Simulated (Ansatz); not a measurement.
# Be2Ge (model cell, started as antifluorite): phonons and vibrational spectra

The cell of Be2Ge (model cell, started as antifluorite) is at rest. What are its phonons?

Method: DFT PBEsol, scalar-relativistic, plane waves, PAW, in Ansatz 0.2.0.

The structure was built from a prototype and need not be the compound's stable phase.

### 1. The starting structure

Symmetry: Fm-3m, No. 225, cubic system. The conventional cell has a = 5.332 Å, b = 5.332 Å, c = 5.332 Å, α = 90.00°, β = 90.00°, γ = 90.00°. Ge has 8 Be at 2.31 Å nearest. Be has 4 Ge at 2.31 Å nearest. Farther neighbours are not listed.

### 2. The dispersion

The cell comes from relaxations at this level that are not shown. Stability and thermal properties need the whole zone. Linear response on a 4×4×4 q mesh gives force constants as far as a supercell of that size would.

The input, input.yaml:

```yaml
crystal:
  lattice:
    - [0.0, 2.6658020919, 2.6658020919]
    - [2.6658020919, 0.0, 2.6658020919]
    - [2.6658020919, 2.6658020919, 0.0]
  atoms:
    - { symbol: Ge, position: [0.0, 0.0, 0.0] }
    - { symbol: Be, position: [0.25, 0.25, 0.25] }
    - { symbol: Be, position: [0.75, 0.75, 0.75] }
kpoints:
  mp_grid: { grid: [12, 12, 12] }
hamiltonian:
  xc: pbesol
scf:
  occupations: { method: methfessel_paxton, width: 0.15 }
output:
  eigenvalues: true
phonons:
  method: dfpt
  qmesh: [4, 4, 4]
  temperatures: { t_max: 1000, t_step: 50 }
  qpath:
    path:
      - [[0.0, 0.0, 0.0], [0.5, 0.0, 0.5], [0.625, 0.25, 0.625]]
      - [[0.375, 0.375, 0.75], [0.0, 0.0, 0.0], [0.5, 0.5, 0.5], [0.5, 0.25, 0.75], [0.5, 0.0, 0.5]]
    npoints: 10
```

Started as:

```bash
> ansatz run input.yaml --threads 4 --pin off --max-ram 7168MiB --backend cpu --events-out ev --progress --plain --runs-dir out
```

Numbers of over 12 decimals in the logs are rounded to 6 here.

The program printed:

```text
Warning: phonons: the dynamical matrix that this run interpolates holds no multipole term above the dipole-dipole one, and a site of this crystal is no centre of inversion, so its interpolated transverse optical and acoustic branches and sound speeds can stay off near Gamma, and the density of states and the thermodynamics with them. What a run solves at a wave vector of phonons.qpoints, Gamma apart, where the deck admits one, is free of this, and under fd what a larger phonons.supercell samples
Engine: ansatz 0.2.0, x86_64-unknown-linux-gnu
Pseudopotentials: kind: paw
Pseudopotential: Ge, paw, valence charge 14, recommended cutoff 420 eV (normal), Ge.paw.azcp
Pseudopotential: Be, paw, valence charge 2, recommended cutoff 420 eV (normal), Be.paw.azcp
Functional definition: PBEsol
  exchange = pbesol_x
  correlation = pbesol_c
Crystal: 3 atoms, lattice volume = 37.889 Å³
Basis set: ecut = 420 eV, 725 PW (Γ), exchange–correlation on 54×54×54 points (8 copies of the dense FFT grid, shifted against one another)
Bands: 13, of which v1, the nominal top of the filled ones, is band 9 counted from 1 (8 counted from 0)
Symmetry: 48 space group operations
k-points: 72 of 1728
Non-local potential: Ge, projectors of the file, l = 0: 2, l = 1: 2, l = 2: 3, l = 3: 1
Non-local potential: Be, projectors of the file, l = 0: 2, l = 1: 2, l = 2: 1
PAW form: soft (Blöchl's): semilocal exchange-correlation on the pseudo side does not see the compensation charge
PAW frozen core: Ge, regenerated for the run's functional, and the local potential with it (the file was generated under x = pbe(κ = 0.804, μ = 0.219515), c = pbe(β = 0.066725))
PAW frozen core: Be, regenerated for the run's functional, and the local potential with it (the file was generated under x = pbe(κ = 0.804, μ = 0.219515), c = pbe(β = 0.066725))
PAW one-centre angular grid: Ge, 590 points (default); XC on 64 Gauss nodes
PAW one-centre angular grid: Be, 110 points (default); XC on 64 Gauss nodes
Initial density: superposition of atomic densities (neutral atoms: chi_scale 0, normalization atom), corrected by the library's trained network
Initial wavefunctions: pseudopotential atomic-orbital guess
Functional: x = pbesol(κ = 0.804, μ = 0.123457), c = pbesol(β = 0.046)
SCF iter   1: F=—  HF=-4433.541623 eV  |F-HF|=—  |Δ(HF+E_count)|=         —  Δρ=2.45e-3  dr2=3.02e-3  ethr=1.77e-3  ⟨swp⟩=5.2  Hψ=5228  notcnv=0
preconditioner: auto → Kerker (q_TF=auto, 2.410 Å⁻¹)  [metal: Δε(μ)=0.036 eV  Ē_g=19.914 eV  σ=0.150 eV  W_gap=0.20  n_scr=14 (ndim 8)  ℏωp=25.6 eV  f_vac=0.002  D(μ)=0.26/eV (n_scr^D=0)]
SCF iter   2: F=—  HF=-4433.540974 eV  |F-HF|=—  |Δ(HF+E_count)|=   6.50e-4  S|Δr|=    0.00e0  Δρ=1.85e-3  dr2=1.74e-3  ethr=1.68e-5  ⟨swp⟩=1.0  Hψ=1514  notcnv=0
SCF iter   3: F=—  HF=-4433.541210 eV  |F-HF|=—  |Δ(HF+E_count)|=   2.36e-4  S|Δr|=    0.00e0  Δρ=1.02e-3  dr2=2.76e-4  ethr=9.68e-6  ⟨swp⟩=2.9  Hψ=1582  notcnv=0
SCF iter   4: F=—  HF=-4433.541054 eV  |F-HF|=—  |Δ(HF+E_count)|=   1.56e-4  S|Δr|=    0.00e0  Δρ=4.68e-4  dr2=6.91e-5  ethr=1.54e-6  ⟨swp⟩=2.0  Hψ=1301  notcnv=0
SCF iter   5: F=—  HF=-4433.541072 eV  |F-HF|=—  |Δ(HF+E_count)|=   1.80e-5  S|Δr|=    0.00e0  Δρ=2.78e-4  dr2=1.22e-5  ethr=3.84e-7  ⟨swp⟩=1.3  Hψ=977  notcnv=0
SCF iter   6: F=—  HF=-4433.541067 eV  |F-HF|=—  |Δ(HF+E_count)|=   5.19e-6  S|Δr|=    0.00e0  Δρ=2.40e-5  dr2=1.26e-7  ethr=6.80e-8  ⟨swp⟩=2.1  Hψ=1377  notcnv=0
SCF iter   7: F=—  HF=-4433.541067 eV  |F-HF|=—  |Δ(HF+E_count)|=   1.72e-7  S|Δr|=    0.00e0  Δρ=2.08e-6  dr2=1.06e-9  ethr=7.02e-10  ⟨swp⟩=2.0  Hψ=1581  notcnv=0
SCF iter   8: F=—  HF=-4433.541067 eV  |F-HF|=—  |Δ(HF+E_count)|=  6.16e-10  S|Δr|=    0.00e0  Δρ=1.78e-6  dr2=5.76e-10  ethr=5.90e-12  ⟨swp⟩=2.8  Hψ=1566  notcnv=0
SCF iter   9: F=—  HF=-4433.541067 eV  |F-HF|=—  |Δ(HF+E_count)|=  4.31e-10  S|Δr|=    0.00e0  Δρ=2.43e-7  dr2=1.14e-11  ethr=3.20e-12  ⟨swp⟩=2.1  Hψ=1503  notcnv=0
SCF iter  10: F=-4433.541067 eV  HF=-4433.541067 eV  |F-HF|=1.82e-12  |Δ(HF+E_count)|=  9.09e-12  S|Δr|=    0.00e0  Δρ=1.12e-8  dr2=5.38e-14  ethr=1.00e-12  ⟨swp⟩=5.0  Hψ=3652  notcnv=0
SCF 1 converged in 10 iterations: F = -4433.541067 eV  dr2 = 5.38e-14
  greatest PAW one-centre occupation: 0.998 electrons in one spin orbital (limit 2), on the Ge atom at site 0 (counted from 0), in its partial waves of l = 2
Initial density: read from a saved state, or passed on in memory by an earlier SCF of this step, an earlier step, the calling program or the single point that the run made first
iter 1 solved again at ethr=4.62e-7 eV; its pass at ethr=3.10e-3 eV (dr2=8.31e-5 eV) is discarded
SCF iter   1: F=—  HF=-4433.541067 eV  |F-HF|=—  |Δ(HF+E_count)|=         —  Δρ=8.83e-7  dr2=3.54e-10  ethr=4.62e-7  ⟨swp⟩=2.1  Hψ=7408  notcnv=0
eigensolver tolerance schedule: the retry pair's looser diagonalisation over-reported the residual by 234861.12 of it (diagonalisation noise at an unbounded share of the residual, at the tolerance the schedule requests for it); recorded, not acted on — ethr = c·dr2/N_el stays at c = 1.0e-1
preconditioner: auto → Kerker (q_TF=auto, 2.410 Å⁻¹)  [metal: Δε(μ)=0.036 eV  Ē_g=19.954 eV  σ=0.150 eV  W_gap=0.20  n_scr=14 (ndim 8)  ℏωp=25.6 eV  f_vac=0.000  D(μ)=0.26/eV (n_scr^D=0)]
SCF iter   2: F=—  HF=-4433.541067 eV  |F-HF|=—  |Δ(HF+E_count)|=   8.96e-8  S|Δr|=    0.00e0  Δρ=4.90e-7  dr2=9.08e-11  ethr=1.97e-12  ⟨swp⟩=3.4  Hψ=2228  notcnv=0
SCF iter   3: F=—  HF=-4433.541067 eV  |F-HF|=—  |Δ(HF+E_count)|=  5.55e-11  S|Δr|=    0.00e0  Δρ=2.81e-7  dr2=3.48e-11  ethr=1.00e-12  ⟨swp⟩=2.1  Hψ=1339  notcnv=0
SCF iter   4: F=—  HF=-4433.541067 eV  |F-HF|=—  |Δ(HF+E_count)|=  1.46e-11  S|Δr|=    0.00e0  Δρ=1.84e-7  dr2=1.57e-11  ethr=1.00e-12  ⟨swp⟩=1.0  Hψ=936  notcnv=0
SCF iter   5: F=-4433.541067 eV  HF=-4433.541067 eV  |F-HF|=6.37e-12  |Δ(HF+E_count)|=  9.09e-13  S|Δr|=    0.00e0  Δρ=1.29e-7  dr2=7.62e-12  ethr=1.00e-12  ⟨swp⟩=2.0  Hψ=1843  notcnv=0
SCF 2 converged in 5 iterations: F = -4433.541067 eV  dr2 = 7.62e-12
phonons: the bands overlap, so this run is a metal and interpolates without the dipole-dipole term. If the crystal is really an insulator or semiconductor, its LO-TO splitting is missing
NSCF: frozen V_eff on 72 k-points
NSCF: frozen V_eff on 163 k-points
DFPT response loops at q = (0, 0, 0) (fractional): preconditioner auto → Kerker (q_TF=auto, 2.410 Å⁻¹) (partly filled bands, converged f_vac=0.000); β = 1.00, the filter's whole step (`scf.mixing.beta` (0.50) is not read by the response loops under this deck's `scf.mixing.preconditioner`; to damp them name `kerker` or `kerker_dos`, under which they read `scf.mixing.beta`, and type it under 1.00, their step now; both keys bind the ground state too); Broyden in place of MSR1
NSCF: frozen V_eff on 1872 k-points
DFPT response loops at q = (0, 0, 0.25) (fractional): mixed as the last ones told, above
NSCF: frozen V_eff on 952 k-points
DFPT response loops at q = (0, 0, -0.5) (fractional): mixed as the last ones told, above
NSCF: frozen V_eff on 1020 k-points
DFPT response loops at q = (0, 0.25, 0.25) (fractional): mixed as the last ones told, above
NSCF: frozen V_eff on 3456 k-points
DFPT response loops at q = (0, 0.25, -0.5) (fractional): mixed as the last ones told, above
NSCF: frozen V_eff on 1872 k-points
DFPT response loops at q = (0, 0.25, -0.25) (fractional): mixed as the last ones told, above
NSCF: frozen V_eff on 560 k-points
DFPT response loops at q = (0, -0.5, -0.5) (fractional): mixed as the last ones told, above
NSCF: frozen V_eff on 1020 k-points
DFPT response loops at q = (0.25, -0.5, -0.25) (fractional): mixed as the last ones told, above
SCF converged after 10 iterations
Stability not checked: this state was not tested for a lower state beside it, because cold or Methfessel-Paxton smearing, or corrected tetrahedra, fill the levels in a way that the test cannot read (fill_not_monotonic; see scf.lower_state_search)
Free energy (F): -4433.541067 eV
Harris-Foulkes:  -4433.541067 eV  (|F-HF|=1.82e-12)
Internal energy: -4433.541219 eV  (E = F + TS)
E sigma→0 (E₀):  -4433.541105 eV
Entropy (-TS):   0.000152 eV (0.051 meV/atom)
Fermi energy:    9.255605 eV
--- Per-component energies (eV) ---
  E_band       = -128.682170
  E_kinetic    = 152.007698
  E_local      = -2537.576278  (includes V_loc(G=0)·N_el)
  E_nonlocal   = 430.137853
  E_hartree    = 1125.815520
  E_xc         = -114.081534
  E_vxc        = -106.304806  (∫ρ·V_xc dr)
  E_paw        = -2094.670619  (= ΣΔE_a)
  E_vpaw       = -318.577940  (= ΣTr[D̂ρ^β])
  E_aug_tail   = 0.000271  (compensation charges beyond the density's cutoff)
  E_ewald      = -1396.111129
  E_core_change = 0.936999  (= ΣΔE_core)
  E_smearing   = 0.000152  (= −TS)
  E_closure    = 0.000000  (closes the sum)
  Σ components = -4433.541067   (vs F -4433.541067, Δ=0.00e0)
--- Band table (eV; the first three rows and the last of 72) ---
  k-point 0: bands = [... 5 lower, -3.6873, 9.7632, 9.7632, 9.7632, 9.9048, 9.9048, 9.9048, 13.7198]
  k-point 1: bands = [... 5 lower, -3.5991, 8.1478, 9.1209, 9.1209, 10.5817, 10.5817, 10.9555, 14.1589]
  k-point 2: bands = [... 5 lower, -3.3368, 6.3552, 8.5279, 8.5279, 11.1489, 11.1489, 11.3568, 14.8106]
  k-point 71: bands = [... 5 lower, -0.4422, 3.3587, 3.3587, 3.8997, 12.6874, 12.6874, 13.6172, 13.7864]
--- Phonons (Γ-DFPT): 2 representative perturbations + reference (Σ response iterations 6) ---
  ASR residual: 1.326e-6 → 0.000e0 eV/Å²; symmetrization residual: 3.298e-7 eV/Å²
  ASR residual per site (eV/Å²): 8.67e-7 1.33e-6 1.33e-6
  Γ frequencies (cm⁻¹): 0.00 0.00 0.00 378.61 378.61 378.61 389.62 389.62 389.62
--- Phonons (arbitrary-q DFPT): 8 irreducible q on the 4×4×4 mesh ---
  q = [0.0000, 0.0000, 0.0000] (star 1, of the zone-centre solve; hermiticity 8.18e-8, symmetrization 2.69e-13): -0.00 0.00 0.00 378.61 378.61 378.61 389.62 389.62 389.62
  q = [0.0000, 0.0000, 0.2500] (star 8, 2 solved perturbations on 936 of 1728 k-point pairs; hermiticity 1.88e-7, symmetrization 2.19e-13): 52.55 52.55 166.55 362.87 362.87 382.77 406.48 406.48 499.56
  q = [0.0000, 0.0000, -0.5000] (star 4, 2 solved perturbations on 476 of 1728 k-point pairs; hermiticity 6.76e-8, symmetrization 1.16e-12): -44.87 -44.87 203.54 390.27 390.27 408.96 408.96 429.84 532.98
  q = [0.0000, 0.2500, 0.2500] (star 6, 4 solved perturbations in 1608 linear systems a pass and spin channel, the states on 510 of 1728 k-point pairs; hermiticity 8.15e-8, symmetrization 4.14e-13): 77.45 77.45 168.14 341.44 341.44 414.79 417.04 417.04 490.08
  q = [0.0000, 0.2500, -0.5000] (star 24, 4 solved perturbations in 5328 linear systems a pass and spin channel, the states on 1728 of 1728 k-point pairs; hermiticity 4.62e-8, symmetrization 2.87e-13): 41.64 150.87 181.60 361.13 384.62 408.19 417.95 439.74 475.37
  q = [0.0000, 0.2500, -0.2500] (star 12, 4 solved perturbations in 2892 linear systems a pass and spin channel, the states on 936 of 1728 k-point pairs; hermiticity 9.33e-8, symmetrization 2.75e-13): 83.65 154.19 169.95 348.41 390.00 407.19 420.05 441.48 450.94
  q = [0.0000, -0.5000, -0.5000] (star 3, 4 solved perturbations in 886 linear systems a pass and spin channel, the states on 280 of 1728 k-point pairs; hermiticity 1.82e-8, symmetrization 2.44e-13): -74.47 -74.47 221.22 358.65 358.65 416.06 416.06 423.26 531.69
  q = [0.2500, -0.5000, -0.2500] (star 6, 4 solved perturbations in 1544 linear systems a pass and spin channel, the states on 510 of 1728 k-point pairs; hermiticity 1.54e-8, symmetrization 7.34e-13): 143.92 163.68 163.68 394.67 397.67 401.63 401.63 411.78 463.21
  sum rule: each row above includes the acoustic sum rule's correction from the zone centre's row sums; it moved no ω² by more than (0.20 cm⁻¹)²
  mesh force constants: q→R imaginary residual 3.89e-18; ASR residual 1.326e-6 → 0.000e0 eV/Å²; symmetrization residual 1.193e-15 eV/Å²
  interpolated dispersion: 62 rows × 9 modes
  density of states and harmonic sums: on the 20×20×20 q-mesh, interpolated from the force constants of a 4×4×4 supercell (no non-analytic term)
  largest difference from the sums on the solved wave vectors: F 3.03e-2 eV, S 4.33e-5 and C_V 1.37e-5 eV/K
  zero-point energy: 0.175023 eV/cell   skipped modes (ω ≤ 0): 48, of them read as no rigid motion or as one in doubt: 45 (1.138e-1 modes/cell left out, lowest -74.47 cm⁻¹)   left out of the sums: 1.27e-2 of the cell's modes: C_V's classical limit lies that fraction below 3 k_B per atom; for a crystal, a wire or a layer, F and S can be off by more, and a phonons.interpolated_qmesh denser along its periods is the remedy for the sampling
```

Elapsed: 5.3 min, on 4 threads of Intel Xeon 6975P-C (Granite Rapids), shared host; peak memory 2.2 GiB; 13 min of CPU time.

This step gave:

- volume per atom: 12.63 Å³
- gap on the k-mesh: 0 eV
- sum-rule residual before enforcement: 1.33e-6 eV/Å²
- lowest frequency on the path: -74.47 cm⁻¹
- point group: m-3m
- highest frequency on the path or at a solved wavevector: 533 cm⁻¹
- highest optical mode at the zone centre (no LO-TO term): 389.6 cm⁻¹
- lowest optical zone-centre mode: 378.6 cm⁻¹
- lowest mode on the q mesh (acoustic modes at Γ apart): -74.47 cm⁻¹

Frequencies (cm⁻¹) solved at each irreducible wavevector; negative means imaginary. Frequencies by wavevector, by row:

```tsv
q in reciprocal lattice units	star	mode 1	mode 2	mode 3	mode 4	mode 5	mode 6	mode 7	mode 8	mode 9
0 0 0	1	0	0	0	378.6	378.6	378.6	389.6	389.6	389.6
0 0 0.25	8	52.5	52.5	166.6	362.9	362.9	382.8	406.5	406.5	499.6
0 0 -0.5	4	-44.9	-44.9	203.5	390.3	390.3	409	409	429.8	533
0 0.25 0.25	6	77.5	77.5	168.1	341.4	341.4	414.8	417	417	490.1
0 0.25 -0.5	24	41.6	150.9	181.6	361.1	384.6	408.2	417.9	439.7	475.4
0 0.25 -0.25	12	83.7	154.2	169.9	348.4	390	407.2	420.1	441.5	450.9
0 -0.5 -0.5	3	-74.5	-74.5	221.2	358.6	358.6	416.1	416.1	423.3	531.7
0.25 -0.5 -0.25	6	143.9	163.7	163.7	394.7	397.7	401.6	401.6	411.8	463.2
```

Interpolated from a 4×4×4 q mesh. Phonon branches along the path, in cm⁻¹:

```tsv
point	branch 1	branch 2	branch 3	branch 4	branch 5	branch 6	branch 7	branch 8	branch 9
Γ	0	0	0	379	379	379	390	390	390
halfway	78	78	168	341	341	415	417	417	490
X	-74	-74	221	359	359	416	416	423	532
halfway	-60	62	214	361	374	409	417	422	515
U	32	151	199	363	396	402	417	419	482
jump to K	32	151	199	363	396	402	417	419	482
halfway	78	126	153	347	374	384	415	449	464
Γ	0	0	0	379	379	379	390	390	390
halfway	53	53	167	363	363	383	406	406	500
L	-45	-45	204	390	390	409	409	430	533
halfway	82	132	192	366	388	417	422	444	458
W	144	164	164	395	398	402	402	412	463
halfway	74	76	207	375	376	407	414	420	500
X	-74	-74	221	359	359	416	416	423	532
```

The phonon branches as a text plot (rows in cm⁻¹):

```
    520 |        *******                     *******          ***
    495 |      **       **                  *       *        *
    470 |    **           **   ***         *         **  ****
    444 |   *               ********      *          ****
    419 |  ***********************  *    *  * *******************
    394 |****           ********* ************ ***************
    368 |**       ***********   ***************    ******    ****
    343 |  *******           *****
    318 |
    293 |
    267 |
    242 |
    217 |        ********                                     ***
    191 |       *        ****                ************   **
    166 |      *           *****            *           ****
    141 |    **          **    ***         *          ** ***
    115 |   *           *       ****      *          *  *   *
     90 |    ***             **** ***    *          * **     *
     65 |  **   *      *   **    ****      **        *
     39 | **     *        *         **  ***  *     **         *
     14 |                *           *  *     *
    -11 |*                            **           *
    -37 |               *                      ****
    -62 |         ******                                       **
         Γ           X  U|K            Γ         L        W     X
```

Tetrahedra on a 20×20×20 mesh, mean over bins of 5 cm-1. Interpolated from a 4×4×4 q mesh. The phonon density of states by wavenumber; read off at these points:

```tsv
wavenumber (cm⁻¹)	phonon density of states (1/cm⁻¹/cell)
-78	0
-62	0.00103
-42	0.00134
-28	0.00171
-12	0.00167
2	0.00193
22	0.00293
38	0.00655
52	0.0152
72	0.0220
78	0.0230
88	0.0176
102	0.0143
122	0.0126
138	0.0130
152	0.0139
168	0.0137
182	0.0284
188	0.0284
202	0.0109
218	0.0025
238	0
252	0
268	0
288	0
302	0
318	0
332	0
352	0.0299
362	0.0682
368	0.0504
382	0.0448
388	0.0564
402	0.0462
418	0.123
432	0.0376
452	0.0116
468	0.0185
482	0.0175
498	0.0103
518	0.00573
532	2.8e-4
```

The partial phonon density of states has structure finer than the step of the table below, so its rows give means over 25 cm⁻¹, whole bins alone (the curve runs from -82.9 to 559 cm⁻¹). Peaks (cm⁻¹: height): Be 365.1: 0.0536, 417.6: 0.0864; Ge 78.5: 0.0176, 139.1: 0.0131, 183.5: 0.0233, 417.6: 0.0128.

Phonopy on the run's constants, 19x19x19 mesh, Gaussian sigma 4.6 cm-1. Interpolated from a 4×4×4 q mesh. Table of partial phonon density of states by wavenumber; means over each step; values in 1/cm⁻¹/cell:

```tsv
wavenumber (cm⁻¹)	Be	Ge
-50	3.9e-4	0.00140
-25	4.0e-4	0.00150
0	1.8e-4	7.0e-4
25	7.3e-4	0.00289
50	0.00267	0.0113
75	0.00356	0.0166
100	0.00244	0.0125
125	0.00183	0.0109
150	0.00167	0.0117
175	0.00219	0.0183
200	0.00116	0.0135
225	3.1e-5	0.00112
250	0	0
275	0	0
300	0	0
325	3.7e-4	1.5e-6
350	0.0264	2.7e-4
375	0.0445	0.00154
400	0.0465	0.00468
425	0.0585	0.00768
450	0.0173	0.00177
475	0.0156	9.7e-4
500	0.00972	3.8e-4
525	0.00363	6.6e-5
```

Symmetry leaves 8 wavevectors to solve. The lowest mode among them, the acoustic zeros apart, lies at q = (0, -0.5, -0.5) and is imaginary, 74.5i cm⁻¹, so the energy falls along it.

### 3. Summary of results

```
space group (within 0.01 Å)                             : Fm-3m
volume per atom                                         : 12.6 Å³
electronic character                                    : no gap on this mesh
highest optical mode at the zone centre (no LO-TO term) : 390 cm⁻¹
lowest optical zone-centre mode                         : 379 cm⁻¹
lowest mode on the q mesh (acoustic modes at Γ apart)   : -74.5 cm⁻¹
highest frequency on the path or at a solved wavevector : 533 cm⁻¹
imaginary modes on the 4×4×4 q mesh                     : yes
```

Modes are clearly imaginary (beyond 10i cm⁻¹) at 2 of the 8 irreducible wavevectors, most at q = (0, -0.5, -0.5) (74.5i cm⁻¹), so this structure is not a minimum of the energy. The optical modes at Γ span 379 to 390 cm⁻¹. With no gap, or one that is small against the smearing, the frequencies hang on the k mesh and the smearing, most of all near Kohn anomalies. The starting cell was built on a prototype and not taken from a measurement, so the phase need not exist. These are harmonic frequencies at zero temperature: anharmonic shifts, linewidths and thermal expansion are left out.

[Logs are printed without paths, hosts, clocks, repeated set-up lines and the standing remarks that a program may print on its own settings, such as how far it seeks lower states.]

[Hosts, paths, dates, database ids (printed as entryN), source tags and the programs' standing remarks are cut or masked in the printed files.]
